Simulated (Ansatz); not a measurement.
# Na on Al(110): change of the work function, part 3 of 5

Wanted: Δφ(θ) for Na/Al(110), starting from the hollow site.

Ansatz 0.2.0; plane-wave DFT, LDA, Ansatz PAW.

So far, work function, upper face (eV): step 2 (the clean slab) 4.17; step 3 (46 atoms, coverage 0.111 ML, cell 3x3) 3.41.

## Step 4: The covered slab, k-mesh 4×5×1, coverage 0.25 ML

System of this step: Na/Al(110). The cell holds 21 atoms: 20 Al and 1 Na. Its edges and angles: a = 8.100 Å, b = 5.728 Å, c = 25.222 Å, α = 90.0°, β = 90.0°, γ = 90.0°. Vacuum lies along c.

Another coverage, to see how the dipoles act on each other as their distance changes.

input.yaml reads:

```yaml
crystal:
  lattice:
    - [8.1, 0.0, 0.0]
    - [0.0, 5.7275649276, 0.0]
    - [0.0, 0.0, 25.221846614]
  atoms:
    - { symbol: Al, position: [0.0, 0.0, 0.3568335078] }
    - { symbol: Al, position: [0.25, 0.25, 0.4136053712] }
    - { symbol: Al, position: [0.0, 0.0, 0.4669864306] }
    - { symbol: Al, position: [0.25, 0.25, 0.5250251848] }
    - { symbol: Al, position: [0.0, 0.0, 0.5752969268] }
    - { symbol: Al, position: [0.0, 0.5, 0.3568335078] }
    - { symbol: Al, position: [0.25, 0.75, 0.4136053712] }
    - { symbol: Al, position: [0.0, 0.5, 0.4669864306] }
    - { symbol: Al, position: [0.25, 0.75, 0.5250251848] }
    - { symbol: Al, position: [0.0, 0.5, 0.5752969268] }
    - { symbol: Al, position: [0.5, 0.0, 0.3568335078] }
    - { symbol: Al, position: [0.75, 0.25, 0.4136053712] }
    - { symbol: Al, position: [0.5, 0.0, 0.4669864306] }
    - { symbol: Al, position: [0.75, 0.25, 0.5250251848] }
    - { symbol: Al, position: [0.5, 0.0, 0.5752969268] }
    - { symbol: Al, position: [0.5, 0.5, 0.3568335078] }
    - { symbol: Al, position: [0.75, 0.75, 0.4136053712] }
    - { symbol: Al, position: [0.5, 0.5, 0.4669864306] }
    - { symbol: Al, position: [0.75, 0.75, 0.5250251848] }
    - { symbol: Al, position: [0.5, 0.5, 0.5752969268] }
    - { symbol: Na, position: [0.25, 0.25, 0.6431664922] }
kpoints:
  mp_grid: { grid: [4, 5, 1] }
hamiltonian:
  xc: lda
scf:
  occupations: { method: fermi_dirac, width: 0.1 }
  convergence: { dr2_threshold: 1.0e-08 }
efield:
  axis: 3
  dipole_correction: true
  ramp_position: 0.97
  ramp_width: 0.06
relax:
  f_tol: 0.02
  max_steps: 60
  constraints: [{ sites: [0, 1, 5, 6, 10, 11, 15, 16] }]
output:
  bader: true
  dos: { projected: true, e_range: [-8, 4] }
  write_potential: true
  write_density: true
  volumetric_format: npy
  elf: true
```

Launch:

```
$ ansatz run input.yaml --threads 4 --pin off --max-ram 6144MiB --backend cpu --events-out ev --progress --plain --runs-dir out
```

Log:

```text
[...]
Crystal: 21 atoms, lattice volume = 1170.124 Å³
Basis set: ecut = 420 eV, 22949 PW (Γ)
Bands: 56, of which v1, the nominal top of the filled ones, is band 35 counted from 1 (34 counted from 0)
Symmetry: 4 space group operations
[...]
k-points: 9 of 20
[...]
SCF iter   1: F=—  HF=-11718.017399 eV  |F-HF|=—  |Δ(HF+E_count)|=         —  Δρ=2.20e-3  dr2=1.23e-1  ethr=1.77e-3  p=0.323 e·Å  D=5.00e-2 V/Å  ΔV_dip=-1.26 eV  dr2_dipole=1.71e-2  V_vac-E_F(+/−)=2.86/4.13 eV  ⟨swp⟩=15.9  Hψ=3454  notcnv=0
[...]
SCF iter   8: F=-11718.002474 eV  HF=-11718.002474 eV  |F-HF|=4.29e-10  |Δ(HF+E_count)|=   6.26e-9  Δρ=1.45e-7  dr2=6.29e-10  ethr=1.03e-11  p=0.316 e·Å  D=4.88e-2 V/Å  ΔV_dip=-1.23 eV  dr2_dipole=2.50e-11  V_vac-E_F(+/−)=2.92/4.15 eV  ⟨swp⟩=7.4  Hψ=3000  notcnv=0
SCF 1 converged in 8 iterations: F = -11718.002474 eV  dr2 = 6.29e-10
[...]
relax step   1: F+E_penalty+E_count = -11718.00247363 eV  Δ(F+E_penalty+E_count) = +0.000e0 eV  max|allowed force component| = 4.375e-1 eV/Å  Δτ_max = 0.0000 Å  (8 SCF iters, accepted)
[...]
SCF iter   7: F=-11718.042954 eV  HF=-11718.042954 eV  |F-HF|=3.53e-10  |Δ(HF+E_count)|=   2.80e-8  Δρ=2.70e-7  dr2=8.86e-10  ethr=1.45e-11  p=0.337 e·Å  D=5.21e-2 V/Å  ΔV_dip=-1.32 eV  dr2_dipole=1.00e-11  V_vac-E_F(+/−)=2.84/4.15 eV  ⟨swp⟩=16.4  Hψ=3386  notcnv=0
SCF 2 converged in 7 iterations: F = -11718.042954 eV  dr2 = 8.86e-10
relax step   2: F+E_penalty+E_count = -11718.04295425 eV  Δ(F+E_penalty+E_count) = -4.048e-2 eV  max|allowed force component| = 1.662e-1 eV/Å  Δτ_max = 0.0969 Å  (7 SCF iters, accepted)
SCF iter   1: F=—  HF=-11718.049967 eV  |F-HF|=—  |Δ(HF+E_count)|=         —  Δρ=2.65e-4  dr2=3.63e-3  ethr=1.24e-4  p=0.337 e·Å  D=5.21e-2 V/Å  ΔV_dip=-1.32 eV  dr2_dipole=9.96e-4  V_vac-E_F(+/−)=2.83/4.15 eV  ⟨swp⟩=3.0  Hψ=1266  notcnv=0  defer=7
[...]
SCF iter   6: F=-11718.049779 eV  HF=-11718.049779 eV  |F-HF|=8.09e-9  |Δ(HF+E_count)|=   5.75e-8  Δρ=4.86e-7  dr2=6.61e-9  ethr=1.45e-11  p=0.352 e·Å  D=5.44e-2 V/Å  ΔV_dip=-1.37 eV  dr2_dipole=1.07e-13  V_vac-E_F(+/−)=2.78/4.15 eV  ⟨swp⟩=17.4  Hψ=3761  notcnv=0
SCF 3 converged in 6 iterations: F = -11718.049779 eV  dr2 = 6.61e-9
relax step   3: F+E_penalty+E_count = -11718.04977934 eV  Δ(F+E_penalty+E_count) = -6.825e-3 eV  max|allowed force component| = 3.051e-2 eV/Å  Δτ_max = 0.0690 Å  (6 SCF iters, accepted)
SCF iter   1: F=—  HF=-11718.050270 eV  |F-HF|=—  |Δ(HF+E_count)|=         —  Δρ=1.58e-4  dr2=8.95e-4  ethr=1.32e-5  p=0.352 e·Å  D=5.44e-2 V/Å  ΔV_dip=-1.37 eV  dr2_dipole=9.17e-6  V_vac-E_F(+/−)=2.78/4.15 eV  ⟨swp⟩=2.0  Hψ=1118  notcnv=0  defer=6
[...]
SCF iter   5: F=-11718.050090 eV  HF=-11718.050090 eV  |F-HF|=9.28e-9  |Δ(HF+E_count)|=   1.90e-7  Δρ=5.33e-7  dr2=9.00e-9  ethr=1.45e-11  p=0.356 e·Å  D=5.50e-2 V/Å  ΔV_dip=-1.39 eV  dr2_dipole=2.63e-12  V_vac-E_F(+/−)=2.77/4.15 eV  ⟨swp⟩=12.0  Hψ=3984  notcnv=0
SCF 4 converged in 5 iterations: F = -11718.050090 eV  dr2 = 9.00e-9
relax step   4: F+E_penalty+E_count = -11718.05009025 eV  Δ(F+E_penalty+E_count) = -3.109e-4 eV  max|allowed force component| = 1.290e-2 eV/Å  Δτ_max = 0.0207 Å  (5 SCF iters, accepted)
[...]
SCF converged after 5 iterations
Free energy (F): -11718.050090 eV
[...]
Internal energy: -11717.713992 eV  (E = F + TS)
E sigma→0 (E₀):  -11717.882041 eV
Entropy (-TS):   -0.336098 eV (-16.005 meV/atom)
Fermi energy:    -0.106510 eV
Dipole field:    D = 0.055014 V/Å  (p = 0.355748 e·Å, saw-weighted, corrected)
Work function:   Φ+ = 2.7657 eV   Φ− = 4.1533 eV
[...]
--- Forces (eV/Å), atoms counted from 1 ---
  atom   1  Al     0.01137756     0.00684494     0.27062782
  atom   2  Al    -0.00000000     0.00000000    -0.30642479
  atom   3  Al     0.00383450    -0.00022359     0.00059776
  atom   4  Al     0.00000000     0.00000000     0.00401914
  atom   5  Al    -0.00314723    -0.00057927     0.00119745
  atom   6  Al     0.01137756    -0.00684494     0.27062782
  atom   7  Al    -0.00000000     0.00000000    -0.29253589
  atom   8  Al     0.00383450     0.00022359     0.00059776
  atom   9  Al    -0.00000000     0.00000000    -0.00137848
  atom  10  Al    -0.00314723     0.00057927     0.00119745
  atom  11  Al    -0.01137756     0.00684494     0.27062782
  atom  12  Al    -0.00000000     0.00000000    -0.22100955
  atom  13  Al    -0.00383450    -0.00022359     0.00059776
  atom  14  Al    -0.00000000     0.00000000    -0.00208330
  atom  15  Al     0.00314723    -0.00057927     0.00119745
  atom  16  Al    -0.01137756    -0.00684494     0.27062782
  atom  17  Al    -0.00000000     0.00000000    -0.25982259
  atom  18  Al    -0.00383450     0.00022359     0.00059776
  atom  19  Al    -0.00000000     0.00000000    -0.01290418
  atom  20  Al     0.00314723     0.00057927     0.00119745
  atom  21  Na     0.00000000     0.00000000     0.00274116
  max |Σ_I F_I| component: 2.94e-4 eV/Å
--- Band table (eV; the first three rows and the last of 9) ---
  k-point 0: bands = [... 31 lower, -1.1075, -1.0528, -0.8519, -0.2192, 0.0913, 0.2582, 0.4661, 0.5116, ... 17 higher]
  k-point 1: bands = [... 31 lower, -0.8922, -0.8870, -0.7659, -0.2175, -0.1783, -0.0774, -0.0429, 0.5066, ... 17 higher]
  k-point 2: bands = [... 31 lower, -0.4968, -0.3956, -0.3304, -0.0375, 0.2522, 0.3636, 0.4229, 0.4763, ... 17 higher]
  k-point 8: bands = [... 31 lower, -0.9948, -0.1477, -0.1076, 0.0201, 0.0579, 0.2128, 0.4305, 0.8432, ... 17 higher]
--- Relaxed structure (4 steps of the walk, 4 accepted, 0 SCFs on fresh bases) ---
  F+E_penalty+E_count = -11718.05009025 eV   max|allowed force component| = 1.290e-2 eV/Å
  atoms:
    - { symbol: Al, position: [0.0, 0.0, 0.356834] }
    - { symbol: Al, position: [0.25, 0.25, 0.413605] }
    - { symbol: Al, position: [7.132939e-7, -0.000529972, 0.467262] }
    - { symbol: Al, position: [0.25, 0.25, 0.523625] }
    - { symbol: Al, position: [-2.898591e-5, -0.00232722, 0.575824] }
    - { symbol: Al, position: [0.0, 0.5, 0.356834] }
    - { symbol: Al, position: [0.25, 0.75, 0.413605] }
    - { symbol: Al, position: [7.132939e-7, 0.500530, 0.467262] }
    - { symbol: Al, position: [0.25, 0.75, 0.525334] }
    - { symbol: Al, position: [-2.898591e-5, 0.502327, 0.575824] }
    - { symbol: Al, position: [0.5, 0.0, 0.356834] }
    - { symbol: Al, position: [0.75, 0.25, 0.413605] }
    - { symbol: Al, position: [0.499999, -0.000529972, 0.467262] }
    - { symbol: Al, position: [0.75, 0.25, 0.525880] }
    - { symbol: Al, position: [0.500029, -0.00232722, 0.575824] }
    - { symbol: Al, position: [0.5, 0.5, 0.356834] }
    - { symbol: Al, position: [0.75, 0.75, 0.413605] }
    - { symbol: Al, position: [0.499999, 0.500530, 0.467262] }
    - { symbol: Al, position: [0.75, 0.75, 0.526058] }
    - { symbol: Al, position: [0.500029, 0.502327, 0.575824] }
    - { symbol: Na, position: [0.25, 0.25, 0.650566] }
--- Bader charges: 21 sites ---
  site symbol  charge [e]  shift [e]
     0     Al      0.0485     0.0001
     1     Al     -0.0295     0.0000
     2     Al     -0.0582     0.0003
     3     Al     -0.0130     0.0000
     4     Al     -0.1718     0.0002
     5     Al      0.0485     0.0001
     6     Al     -0.0363     0.0000
     7     Al     -0.0582     0.0003
     8     Al      0.0371     0.0000
     9     Al     -0.1717     0.0002
    10     Al      0.0485     0.0001
    11     Al     -0.0094     0.0000
    12     Al     -0.0582     0.0003
    13     Al      0.0269     0.0000
    14     Al     -0.1717     0.0002
    15     Al      0.0485     0.0001
    16     Al     -0.0109     0.0000
    17     Al     -0.0582     0.0003
    18     Al      0.0523     0.0000
    19     Al     -0.1717     0.0002
    20     Na      0.7088     0.0001
  estimated error of the sums over rays = 4.5e-4 e
```

The job ended after 3.5 min (4 threads of Arm Neoverse N1, shared host; peak memory 1.8 GiB; 12 min of CPU time).

Relaxation path:

```tsv
step	energy less that of the first step (eV)	largest force component (eV/Å)
1	0.0000	0.4375
2	-0.0405	0.1662
3	-0.0473	0.0305
4	-0.0476	0.0129
```

Forces are held to the 4 operations that the program found; a distortion that breaks them can't arise in this run.

The atoms that moved most (Å):

```tsv
atom	dx	dy	dz	length
Na21	0.000	0.000	0.187	0.187
Al4	0.000	0.000	-0.035	0.035
Al19	0.000	0.000	0.026	0.026
Al14	0.000	0.000	0.022	0.022
Al10	0.000	0.013	0.013	0.019
Al20	0.000	0.013	0.013	0.019
Al15	0.000	-0.013	0.013	0.019
Al5	0.000	-0.013	0.013	0.019
```

Final coordinates:

```
Al Na
1.0
     8.10000    0.00000    0.00000
     0.00000    5.72756    0.00000
     0.00000    0.00000   25.22185
Al Na
20 1
Direct
  0.00000 0.00000 0.35683
  0.25000 0.25000 0.41361
  0.00000 0.99947 0.46726
  0.25000 0.25000 0.52362
  0.99997 0.99767 0.57582
  0.00000 0.50000 0.35683
  0.25000 0.75000 0.41361
  0.00000 0.50053 0.46726
  0.25000 0.75000 0.52533
  0.99997 0.50233 0.57582
  0.50000 0.00000 0.35683
  0.75000 0.25000 0.41361
  0.50000 0.99947 0.46726
  0.75000 0.25000 0.52588
  0.50003 0.99767 0.57582
  0.50000 0.50000 0.35683
  0.75000 0.75000 0.41361
  0.50000 0.50053 0.46726
  0.75000 0.75000 0.52606
  0.50003 0.50233 0.57582
  0.25000 0.25000 0.65057
```

Read from the output:

* energy at zero smearing: -11717.8820 eV
* work function, upper face: 2.766 eV
* work function, lower face: 4.153 eV
* dipole along the normal: 0.3557 e·Å
* step between the vacuum levels: -1.388 eV

The density of states has structure finer than the step of the table below, so its rows give means over 0.25 eV. Peaks (eV: height): -3.910: 20.6, -2.110: 26.2, -1.950: 20.0, 0.240: 17.4, 0.600: 21.2, 1.200: 15.6, 1.260: 20.3.

Table of density of states by energy, zero at the Fermi level; means over each step:

```tsv
energy (eV)	density of states (states/eV a cell)
-7.75	5.22
-7.50	2.85
-7.25	4.35
-7.00	2.91
-6.75	4.31
-6.50	4.20
-6.25	6.47
-6.00	5.73
-5.75	4.26
-5.50	7.78
-5.25	6.68
-5.00	5.03
-4.75	4.66
-4.50	8.32
-4.25	5.88
-4.00	8.07
-3.75	4.97
-3.50	6.66
-3.25	9.67
-3.00	4.04
-2.75	8.93
-2.50	10.00
-2.25	11.2
-2.00	11.9
-1.75	4.50
-1.50	8.61
-1.25	8.88
-1.00	9.53
-0.75	8.88
-0.50	5.83
-0.25	5.78
0.00	8.74
0.25	13.2
0.50	15.6
0.75	11.4
1.00	9.10
1.25	10.6
1.50	10.1
1.75	11.3
```

Projected DOS per atom over height of the atomic layer and energy from the Fermi level. Layers: Al4 Al4 Al4 Al4 Al4 Na from below.

Values in states/eV, 22 rows by 6 columns, each cell a mean:
```
0.68 0.41 0.39 0.39 0.57 0.63
0.62 0.35 0.44 0.35 0.54 0.86
0.54 0.41 0.43 0.42 0.55 0.21
0.78 0.61 0.53 0.63 0.82 0.32
0.49 0.31 0.34 0.31 0.49 0.16
0.41 0.23 0.18 0.23 0.44 0.10
0.57 0.41 0.40 0.42 0.58 0.20
0.47 0.36 0.39 0.35 0.47 0.02
0.42 0.28 0.33 0.27 0.45 0.02
0.60 0.50 0.48 0.48 0.64 0.04
0.42 0.38 0.34 0.38 0.43 0.05
0.43 0.36 0.30 0.35 0.45 0.06
0.29 0.31 0.24 0.30 0.30 0.03
0.27 0.35 0.36 0.36 0.29 0.01
0.33 0.32 0.30 0.31 0.33 0.01
0.26 0.27 0.28 0.26 0.27 0.01
0.31 0.42 0.34 0.43 0.33 0.02
0.24 0.31 0.24 0.30 0.25 0.02
0.19 0.31 0.24 0.31 0.20 0.02
0.15 0.23 0.23 0.23 0.16 0.01
0.14 0.20 0.21 0.20 0.15 0.01
0.14 0.25 0.31 0.26 0.17 0.01
```
Columns: height of the atomic layer (Å) from 9 to 16.4 (not evenly spaced); rows upwards: energy from the Fermi level (eV) from -7.96 to 1.95.

Valence density in the ca plane at fractional y = 0.250, with atoms of Al and Na within 0.2 Å of it. It is the smooth field of the valence electrons, not physical close to the nuclei.

Ten steps, logarithmic in the rise over the least value, from '0' (0 e/Å³) to '9' (15 e/Å³), each cell a mean:
```
00111111111111111111111000000000000000000000
00011111111111111111110000000000000000000000
00011111111111111111100000000000000000000000
00001111111111111111100000000000000000000000
00000111011111110111000000000000000000000000
00000111001111110111000000000000000000000000
00001111111111111111100000000000000000000000
00001111111111111111100000000000000000000000
00011111111111111111110000000000000000000000
00111111111111111111111000000000000000000000
00111111111111111111111000000000000000000000
00111111111111111111111000000000000000000000
00011111111111111111111000000000000000000000
00011111111111111111110011000000000000000000
00001111111111111111101255200000000000000000
00000111011212110111101599610000000000000000
00000111001212100111101699720000000000000000
00001111111111111111101477410000000000000000
00001111111111111111110122100000000000000000
00011111111111111111111000000000000000000000
00111111111111111111111000000000000000000000
00111111111111111111111000000000000000000000
```
Columns run along c (16.0 Å, from fractional 0.30 to 0.93 of the cell), rows up along a (8.1 Å). Atoms in or near the plane, at fractional coordinates: Al at (0.41, 0.25), Al at (0.52, 0.25), Al at (0.41, 0.75), Al at (0.53, 0.75), Na at (0.65, 0.25).

Electrostatic potential energy in the ca plane at fractional y = 0.250, with atoms of Al and Na within 0.2 Å of it. With pseudopotentials it is smooth inside the atoms' cores, unlike the true potential.

Ten even steps from '0' (-19 eV) to '9' (4 eV), each cell a mean:
```
99988888988878899888889999999999999999999999
99988888888888888888899999999999999999999999
99999875456888754578999999999999999999999999
99999851003787310147999999999999999999999999
99999721420576124116999999999999999999999999
99999711530475036216899999999999999999999999
99999730101686201027999999999999999999999999
99999863225788632368999999999999999999999999
99998887777888877788999999999999999999999999
99988888888888888888889999999999999999999999
99887788998778899888889999999999999999999999
99988888988878899888889999999999999999999999
99988888888888888888899888889999999999999999
99999876457888755678998776788899999999999999
99999851003787300158887511478899999999999999
99999721420575024127886100057889999999999999
99999711530474045217886100057889999999999999
99999730111676111037887300267899999999999999
99999863225787522368998644678899999999999999
99998887777888877788898887888999999999999999
99988888888888888888889999999999999999999999
99887788998778899888889999999999999999999999
```
Columns run along c (16.0 Å, from fractional 0.30 to 0.93 of the cell; values clipped at the 3rd and 97th percentile), rows up along a (8.1 Å). Atoms in or near the plane, at fractional coordinates: Al at (0.41, 0.25), Al at (0.52, 0.25), Al at (0.41, 0.75), Al at (0.53, 0.75), Na at (0.65, 0.25).

ELF in the ca plane at fractional y = 0.250, with atoms of Al and Na within 0.2 Å of it. It is the smooth field of the valence electrons, not physical close to the nuclei.

Ten even steps from '0' (0.00) to '9' (0.81), each cell a mean:
```
57999753335665433457887653211000000000000000
46788765556666555667776432110000000000000000
24566777667766666787654211000000000000000000
11235785236777632587532100000000000000000000
00124661114788511156421000000000000000000000
00124651213788412146421000000000000000000000
01134773115777610277531000000000000000000000
12456787567777755787643210000000000000000000
35677766566666656677765421100000000000000000
57898754345665444467877543210000000000000000
58999753235665432357888754221000000000000000
57999753335665433357888753211100000000000000
46788765456666555567776410000110000000000000
24566777667766666777653001000011000000000000
11235785236777632587520266410001000000000000
00124661104888401166411655730001100000000000
00124651213888312156411644730001100000000000
01134773115878511377420467610001100000000000
12456787557777755787541123100001000000000000
35677766566666666666765200000010000000000000
57898754345666543457887632111110000000000000
58999753235665432357888754321100000000000000
```
Columns run along c (16.0 Å, from fractional 0.30 to 0.93 of the cell), rows up along a (8.1 Å). Atoms in or near the plane, at fractional coordinates: Al at (0.41, 0.25), Al at (0.52, 0.25), Al at (0.41, 0.75), Al at (0.53, 0.75), Na at (0.65, 0.25).

The relaxation took 4 steps and lowered the energy by 0.048 eV; the largest force on the free atoms ends at 0.013 eV/Å.

By hand: a sheet of dipoles makes a step −p/(ε₀A) in the electron's potential. With e/ε₀ = 180.95 V·Å, p = 0.3557 e·Å and A = 46.39 Å², that is −180.95 × (0.3557) / 46.39 = -1.388 eV, and the two vacuum levels of the run differ by -1.388 eV.

The covered face has 2.77 eV, -1.41 eV against the clean one; the bare back face has moved by -0.01 eV, a measure of how thin the slab is.

(Part 3 of 5 ends here.)

[Long decimals in the printed logs are rounded to 6 places.]

[Logs are printed without paths, hosts, clocks, repeated set-up lines and the standing remarks that a program may print on its own settings, such as how far it seeks lower states.]

[Hosts, paths, dates, database ids (printed as entryN), source tags and the programs' standing remarks are cut or masked in the printed files.]

[Maps of the electrostatic potential energy from Ansatz leave out the sawtooth potential of an applied field or a dipole correction, so their vacuum need not be flat; planar profiles and work functions include it.]

[The density of states shown here was stored with 400 of the rows of the run's finer table, so its peaks can read low, often by over a quarter, or be missed, and its means over a window can be off by a tenth or more.]
